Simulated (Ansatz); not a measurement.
# The perfect Al wire along [111], 7 atoms a period, part 2 of 2

Wanted: the relaxed geometry and the bands of the Al wire along [111], 7 atoms a period.

Ansatz 0.2.0; DFT PBE, plane waves, PAW; relaxation of a wire's period; PAW set soft_1 (the session's first sound run).

So far: Set-up; Relaxation of atoms and period.

### Step 2. Relaxation of atoms and period (continued)

Step by step:

```
step  energy less that of the first step (eV)  largest force component (eV/Å)  pressure (GPa)  volume (Å³)
   1                                   0.0000                          0.8414           -1.24       682.44
   2                                  -0.7779                          0.2584           -0.67       649.01
   3                                  -1.1083                          0.2559           -0.22       616.13
   4                                  -1.0986                          0.1453            0.13       582.84
   5                                  -1.1705                          0.0296           -0.06       600.28
  6*                                  -1.1694                          0.0296           -0.06       600.28
```

Relaxation steps marked * repeat the geometry before them on a plane-wave basis chosen anew for their cell, so energy and pressure can jump there. Relaxation step 4 was tried and not accepted.

Forces are held to the 4 operations that the run works with; a distortion that breaks them can't arise in this run.

```csv
cell as run,before,after,change
c (Å),6.997,6.155,-12.0 %
```

The atoms that moved most (Å, along periodic axes as changes of fractional coordinates times the final cell, across vacuum about the mean position):

```csv
atom,dx,dy,dz,length
Al3,0.000,-0.003,0.033,0.034
Al6,0.000,0.003,-0.033,0.034
Al2,0.004,0.005,0.027,0.028
Al4,-0.004,0.005,0.027,0.028
Al5,0.004,-0.005,-0.027,0.028
Al7,-0.004,-0.005,-0.027,0.028
```

This step gave:

- energy at zero smearing: -3756.1264 eV
- cell length along the wire: 6.155 Å

The cell's length comes to 6.155 Å with spin left out. That is -12 % against the start, more than a small adjustment.

### Step 3. The wire at its relaxed period

This step: DFT PBE, plane waves, PAW; bands of a perfect wire; PAW set soft_1 (Ansatz 0.2.0).

At the relaxed period the bands are computed along the axis; those that cross an energy going forward count the channels that a perfect wire would open there.

File input.yaml:

```yaml
crystal:
  lattice:
    - [9.657, 0.0, 0.0]
    - [0.0, 10.099, 0.0]
    - [0.0, 0.0, 6.1550762585]
  atoms:
    - { symbol: Al, position: [0.499985057, 0.499982483, 0.0] }
    - { symbol: Al, position: [0.352482709, 0.418837251, 0.337737272] }
    - { symbol: Al, position: [0.499985057, 0.662970435, 0.338759629] }
    - { symbol: Al, position: [0.647487405, 0.418837251, 0.337737272] }
    - { symbol: Al, position: [0.352482709, 0.581127715, 0.662262728] }
    - { symbol: Al, position: [0.499985057, 0.336994531, 0.661240371] }
    - { symbol: Al, position: [0.647487405, 0.581127715, 0.662262728] }
kpoints:
  mp_grid: { grid: [1, 1, 13] }
  band_path: { path: ["Γ", Z], npoints: 90 }
scf:
  occupations: { method: fermi_dirac, width: 0.05 }
hamiltonian:
  xc: pbe
  pseudopotentials: { kind: paw, azcp: { folder: soft_1 } }
output:
  dos: { e_range: [-5, 4] }
  write_potential: true
  write_density: true
  volumetric_format: npy
```

On the command line:

```sh
$ ansatz run input.yaml --threads 4 --pin off --max-ram 16384MiB --backend cpu --events-out ev --progress --plain --runs-dir out
```

Numbers of over 12 decimals in the logs are rounded to 6 here.

Log:

```text
[...]
Crystal: 7 atoms, lattice volume = 600.280 Å³
Basis set: ecut = 420 eV, 11741 PW (Γ)
Bands: 18, of which v1, the nominal top of the filled ones, is band 11 counted from 1 (10 counted from 0)
Symmetry: 4 space group operations
[...]
k-points: 7 of 13
[...]
SCF iter   1: F=—  HF=-3758.650847 eV  |F-HF|=—  |Δ(HF+E_count)|=         —  Δρ=1.82e-2  dr2=9.04e0  ethr=3.10e-3  ⟨swp⟩=10.7  Hψ=1007  notcnv=0  defer=2
[...]
SCF iter   9: F=-3756.122892 eV  HF=-3756.122892 eV  |F-HF|=1.36e-8  |Δ(HF+E_count)|=   1.79e-8  Δρ=9.91e-7  dr2=2.59e-8  ethr=4.76e-10  ⟨swp⟩=11.9  Hψ=629  notcnv=0
SCF 1 converged in 9 iterations: F = -3756.122892 eV  dr2 = 2.59e-8
[...]
NSCF: frozen V_eff on 91 k-points
WARN: The output density's exchange-correlation potential varies sharply where the density is thin. Do not read a vacuum level from v_tot or v_xc, or from such a field of the output density. On a cell that repeats whose density bears no net charge and no dipole along the vacuum's axis use v_es (v_loc + v_h of the components); under efield.dipole_correction with no amplitude use v_es + v_field, which holds any externa [...]
SCF converged after 9 iterations
Free energy (F): -3756.122892 eV
[...]
Internal energy: -3756.109497 eV  (E = F + TS)
E sigma→0 (E₀):  -3756.116195 eV
Entropy (-TS):   -0.013395 eV (-1.914 meV/atom)
Fermi energy:    -1.589650 eV
[...]
--- Band table (eV; the first three rows and the last of 7) ---
  k-point 0: bands = [... 7 lower, -3.0559, -2.4699, -2.4586, -2.3089, -2.2949, -0.7905, -0.2591, -0.2147, ... 3 higher]
  k-point 1: bands = [... 7 lower, -3.0413, -2.7320, -2.7196, -1.9454, -1.9374, -0.8222, -0.2725, -0.2265, ... 3 higher]
  k-point 2: bands = [... 7 lower, -2.9980, -2.9101, -2.8841, -1.4871, -1.4809, -0.9117, -0.2950, -0.2465, ... 3 higher]
  k-point 6: bands = [... 7 lower, -2.8964, -2.8586, -2.4574, -1.4163, -1.0451, -0.9930, -0.5926, 0.5903, ... 3 higher]
```

Elapsed: 16 s, on 4 threads of Arm Neoverse N1, shared host; peak memory 0.86 GiB.

The column dr2 measures how far the density is from self-consistency, as an energy; F and HF (Harris–Foulkes) agree once it is small.

Numbers from this step:

```
energy at zero smearing : -3756.1162 eV
band gap                : 0 eV
```

The electronic bands at the labelled points (eV, zero at the Fermi level):

```csv
point,band 7,band 8,band 9,band 10,band 11,band 12,band 13,band 14
Γ,-1.91,-1.47,-0.88,-0.87,-0.72,-0.71,0.80,1.33
halfway,-2.51,-1.37,-1.33,-1.31,0.50,0.55,0.55,1.41
Z,-1.67,-1.30,-1.27,-0.82,0.16,0.54,0.59,0.92
```

Between Γ and Z the bands cross the Fermi level 2 times, so a perfect wire would conduct at least 2 G₀, with spin left out.

### Step 4. What came out

```json
{
 "cell length, PBE": "6.155 Å",
 "ballistic conductance by band crossings, a lower bound, PBE": "2 G₀"
}
```

Under PBE the cell's length is 6.16 Å, and the bands cross the Fermi level 2 times between Γ and Z, which gives a perfect wire at least 2 G₀ (opposite crossings within one step of the path cancel in such a count).

[Logs are printed without paths, hosts, clocks, repeated set-up lines and the standing remarks that a program may print on its own settings, such as how far it seeks lower states.]

[Hosts, paths, dates, database ids (printed as entryN), source tags and the programs' standing remarks are cut or masked in the printed files.]
